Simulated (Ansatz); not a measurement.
# How KCl (Sylvite, Fm-3m) expands on warming, part 2 of 5

Wanted: α(T), C_P(T) and B(T) of KCl (Sylvite) in the quasi-harmonic approximation.

What experiment has found for this phase:
- volume expansion coefficient 111.3 1e-6/K and heat capacity C_P per formula unit 51.7 J/mol/K near room temperature (given in “High-Throughput Prediction of Finite-Temperature Properties using the Quasi-Harmonic Approximation”, 2016, arXiv:1603.06924)
- volume expansion coefficient 114.9 1e-6/K near room temperature (given in “Descriptors for thermal expansion in solids”, 2017, arXiv:1701.03966)

Ansatz 0.2.0; DFT LDA, scalar-relativistic, plane waves, PAW.

So far. Step 2 (A first coarse run): The start is under -2.0 GPa at this level and looks like an insulator or semiconductor on this mesh.

### Step 5. Tight relaxation

The thresholds are tightened for a last relaxation ahead of the phonons, and where mesh or smearing change with them the cell follows.

Input file input.yaml:

```yaml
crystal:
  lattice:
    - [0.0, 3.0393353207, 3.0393353207]
    - [3.0393353207, 0.0, 3.0393353207]
    - [3.0393353207, 3.0393353207, 0.0]
  atoms:
    - { symbol: K, position: [0.0, 0.0, 0.0] }
    - { symbol: Cl, position: [0.5, 0.5, 0.5] }
kpoints:
  mp_grid: { grid: [8, 8, 8] }
hamiltonian:
  xc: lda
scf:
  occupations: { method: fixed }
output:
  forces: true
  stress: true
  eigenvalues: true
  write_density: true
  write_potential: true
  elf: true
  volumetric_format: npy
relax:
  adjacent_minimum: "off"
  f_tol: 0.001
  max_steps: 60
  cell: { stress_tol: 0.01 }
```

The run is started by

```bash
ansatz run input.yaml --threads 4 --pin off --max-ram 16384MiB --backend cpu --events-out ev --progress --plain --runs-dir out
```

Numbers of over 12 decimals in the logs are rounded to 6 here.

Log:

```text
[...]
Crystal: 2 atoms, lattice volume = 56.152 Å³
Basis set: ecut = 420 eV, 1067 PW (Γ)
Bands: 12, of which v1, the nominal top of the filled ones, is band 8 counted from 1 (7 counted from 0)
Symmetry: 48 space group operations
[...]
k-points: 29 of 512
[...]
SCF iter   1: F=—  HF=-2544.300520 eV  |F-HF|=—  |Δ(HF+E_count)|=         —  Δρ=6.61e-3  dr2=2.36e-2  ethr=1.77e-3  ⟨swp⟩=4.7  Hψ=1884  notcnv=0  defer=55
[...]
SCF iter   6: F=-2544.291911 eV  HF=-2544.291911 eV  |F-HF|=4.47e-10  |Δ(HF+E_count)|=   1.09e-8  Δρ=1.06e-6  dr2=6.49e-10  ethr=2.39e-10  ⟨swp⟩=6.9  Hψ=2529  notcnv=0
SCF 1 converged in 6 iterations: F = -2544.291911 eV  dr2 = 6.49e-10
[...]
relax step   1: F+E_penalty+E_count = -2544.29191104 eV  Δ(F+E_penalty+E_count) = +0.000e0 eV  max|allowed force component| = 3.800e-29 eV/Å  Δτ_max = 0.0000 Å  P = -0.029 GPa  Ω = 56.152 Å³  (6 SCF iters, dr2 threshold 1.00e-7 eV, accepted)
Crystal: 2 atoms, lattice volume = 56.106 Å³
[...]
SCF iter   4: F=-2544.291918 eV  HF=-2544.291918 eV  |F-HF|=7.28e-12  |Δ(HF+E_count)|=   1.33e-9  Δρ=6.03e-7  dr2=1.83e-10  ethr=1.34e-11  ⟨swp⟩=7.1  Hψ=2162  notcnv=0
SCF 2 converged in 4 iterations: F = -2544.291918 eV  dr2 = 1.83e-10
relax step   2: F+E_penalty+E_count = -2544.29191769 eV  Δ(F+E_penalty+E_count) = -6.651e-6 eV  max|allowed force component| = 3.602e-29 eV/Å  Δτ_max = 0.0000 Å  P = -0.009 GPa  Ω = 56.106 Å³  energy of the carried Pulay correction = +1.067e-6 eV  (4 SCF iters, dr2 threshold 2.15e-9 eV, accepted)
[...]
SCF iter   8: F=-2544.291916 eV  HF=-2544.291916 eV  |F-HF|=0.00e0  |Δ(HF+E_count)|=  9.09e-13  Δρ=1.49e-8  dr2=1.04e-13  ethr=1.00e-12  ⟨swp⟩=5.5  Hψ=2045  notcnv=0
SCF 3 converged in 8 iterations: F = -2544.291916 eV  dr2 = 1.04e-13
relax step   3: F+E_penalty+E_count = -2544.29191585 eV  Δ(F+E_penalty+E_count) = +1.846e-6 eV  max|allowed force component| = 1.709e-29 eV/Å  Δτ_max = 0.0000 Å  P = -0.009 GPa  Ω = 56.106 Å³  stress off target by 9.40e-3 GPa  SCF on the basis re-selected at this cell (its energy is not comparable with the rows above)  (8 SCF iters)
[...]
SCF converged after 8 iterations
Free energy (F): -2544.291916 eV
[...]
Internal energy: -2544.291916 eV  (E = F + TS)
E sigma→0 (E₀):  -2544.291916 eV
Fermi energy:    1.340232 eV
[...]
--- Stress (GPa, compression-positive) ---
       -0.009401      -0.000000      -0.000000
       -0.000000      -0.009401      -0.000000
       -0.000000      -0.000000      -0.009401
  P = ⅓ Tr σ = -0.0094 GPa (-0.094 kbar)
--- Band table (eV; the first three rows and the last of 29) ---
  k-point 0: bands = [... 4 lower, -8.9729, 1.3402, 1.3402, 1.3402, 6.4507, 9.4389, 9.4389, 9.4389]
  k-point 1: bands = [... 4 lower, -8.9220, 1.0927, 1.2697, 1.2697, 6.8791, 9.3158, 9.6581, 9.6581]
  k-point 2: bands = [... 4 lower, -8.8057, 0.5883, 1.1075, 1.1075, 7.8266, 9.2751, 10.2810, 10.2810]
  k-point 28: bands = [... 4 lower, -8.8526, 0.7086, 0.7826, 0.7826, 9.1542, 9.1542, 10.9023, 11.3846]
--- Relaxed structure (2 steps of the walk, 2 accepted, 1 SCFs on fresh bases) ---
[...]
cell:  # Å, volume = 56.1058 Å³
    - [0, 3.038501, 3.038501]
    - [3.038501, 0, 3.038501]
    - [3.038501, 3.038501, 0]
  atoms:
    - { symbol: K, position: [0, 0, 0] }
    - { symbol: Cl, position: [0.500000, 0.500000, 0.500000] }
```

It took 1 s on 4 threads of Arm Neoverse V2, shared host; peak memory 0.31 GiB.

Little changed from the start: no atom moved by 0.005 Å and no cell edge by 0.1 %.

This step gave:

```yaml
pressure: -0.009401 GPa
gap_on_the_k_mesh: 5.110 eV
volume_per_atom: 28.05 Å³
```

ELF in the ac plane of the conventional cell at fractional y = 0.000, with atoms of K and Cl within 0.2 Å of it. It is the smooth field of the valence electrons, not physical close to the nuclei.

Ten even steps from '0' (0.02) to '9' (0.86), each cell a mean:
```
89821799679941699
99611699999830489
65200479998620146
10000134443200001
44310000110000234
99740025663102689
99961169998303899
69971289899614997
48971399789614996
89971289999504999
99951058986203799
77520002321001467
11100011111000011
32000257776410012
98401599999730268
99821799899940599
79931798469941698
```
Columns run along a (6.1 Å), rows up along c (6.1 Å), edges of the conventional cell, whose origin can differ from the input's. Atoms in or near the plane, at fractional coordinates: K at (0.00, 0.00), K at (0.50, 0.50), Cl at (0.50, 0.00), Cl at (0.00, 0.50).

Electrostatic potential energy in the ac plane of the conventional cell at fractional y = 0.000, with atoms of K and Cl within 0.2 Å of it. With pseudopotentials it is smooth inside the atoms' cores, unlike the true potential.

Ten even steps from '0' (-48 eV) to '9' (8 eV), each cell a mean:
```
02699961004899841
35899985347999864
78999999889999988
99999999999999999
99999999999999999
89999998788999998
35899985347899974
01799962014899840
01699851003799830
13899973125899951
67999987568999986
99999999899999999
99999999999999999
89999999999999999
67899998678999986
13799973115999852
01689961003899730
```
Columns run along a (6.1 Å; values clipped at the 3rd and 97th percentile), rows up along c (6.1 Å), edges of the conventional cell, whose origin can differ from the input's. Atoms in or near the plane, at fractional coordinates: K at (0.00, 0.00), K at (0.50, 0.50), Cl at (0.50, 0.00), Cl at (0.00, 0.50).

Valence density in the ac plane of the conventional cell at fractional y = 0.000, with atoms of K and Cl within 0.2 Å of it. It is the smooth field of the valence electrons, not physical close to the nuclei.

Ten even steps from '_' (0.0 e/Å³) to '@' (4.2 e/Å³), each cell a mean:
```
@@**::______::--::----..____..==%%
++--________..::----..________..==
..______________....____________..
__________________________________
__________________________________
..______________..______________..
--::..________--++==..________..--
::--::______::**@@%%==______..----
__--::______::##@@@@++..____..--::
----..______..++##**--________::--
::..__________..::::__________..::
__________________________________
__________________________________
__________________________________
::..__________..::::..__________::
##==..______..------::________--**
@@##::______::--__::--..____..++@@
```
Columns run along a (6.1 Å), rows up along c (6.1 Å), edges of the conventional cell, whose origin can differ from the input's. Atoms in or near the plane, at fractional coordinates: K at (0.00, 0.00), K at (0.50, 0.50), Cl at (0.50, 0.00), Cl at (0.00, 0.50).

The residual pressure is -0.0094 GPa, small enough for phonons.

### Step 6. Relaxing at another setting

The functional, the potentials or the cutoff change, so the crystal is relaxed again at the new setting.

input.yaml, the sections that differ from step 5:

```yaml
crystal:
  lattice:
    - [0.0, 3.0385007258, 3.0385007258]
    - [3.0385007258, 0.0, 3.0385007258]
    - [3.0385007258, 3.0385007258, 0.0]
  atoms:
    - { symbol: K, position: [0.0, 0.0, 0.0] }
    - { symbol: Cl, position: [0.5, 0.5, 0.5] }
output:
  forces: true
  stress: true
  eigenvalues: true
basis:
  ecutwfc: 550.0
# kpoints, hamiltonian, scf, relax: as in step 5
```

Log:

```text
[...]
Crystal: 2 atoms, lattice volume = 56.106 Å³
Basis set: ecut = 550 eV, 1639 PW (Γ)
Bands: 12, of which v1, the nominal top of the filled ones, is band 8 counted from 1 (7 counted from 0)
Symmetry: 48 space group operations
[...]
k-points: 29 of 512
[...]
k-point 28: bands = [... 4 lower, -8.8526, 0.7086, 0.7827, 0.7827, 9.1541, 9.1541, 10.9023, 11.3846]
--- Relaxed structure (1 steps of the walk, 1 accepted, 1 SCFs on fresh bases) ---
[...]
cell:  # Å, volume = 56.1058 Å³
    - [0.0, 3.0385007258, 3.0385007258]
    - [3.0385007258, 0.0, 3.0385007258]
    - [3.0385007258, 3.0385007258, 0.0]
  atoms:
    - { symbol: K, position: [0.0, 0.0, 0.0] }
    - { symbol: Cl, position: [0.5, 0.5, 0.5] }
[key lines of the parts left out:]
SCF converged after 5 iterations
Free energy (F): -2544.292294 eV
Fermi energy:    1.340252 eV
P = ⅓ Tr σ = -0.0093 GPa (-0.093 kbar)
```

Elapsed: 1 s, on 4 threads; peak memory 0.33 GiB.

Little changed from the start: no atom moved by 0.005 Å and no cell edge by 0.1 %.

Numbers from this step:

```
pressure : -0.009315 GPa
```

The residual pressure is -0.0093 GPa, small enough for phonons.

(Part 2 of 5 ends here.)

[Logs are printed without paths, hosts, clocks, repeated set-up lines and the standing remarks that a program may print on its own settings, such as how far it seeks lower states.]

[Hosts, paths, dates, database ids (printed as entryN), source tags and the programs' standing remarks are cut or masked in the printed files.]

[A step with changed settings may run another functional than the one named; its input shows which.]
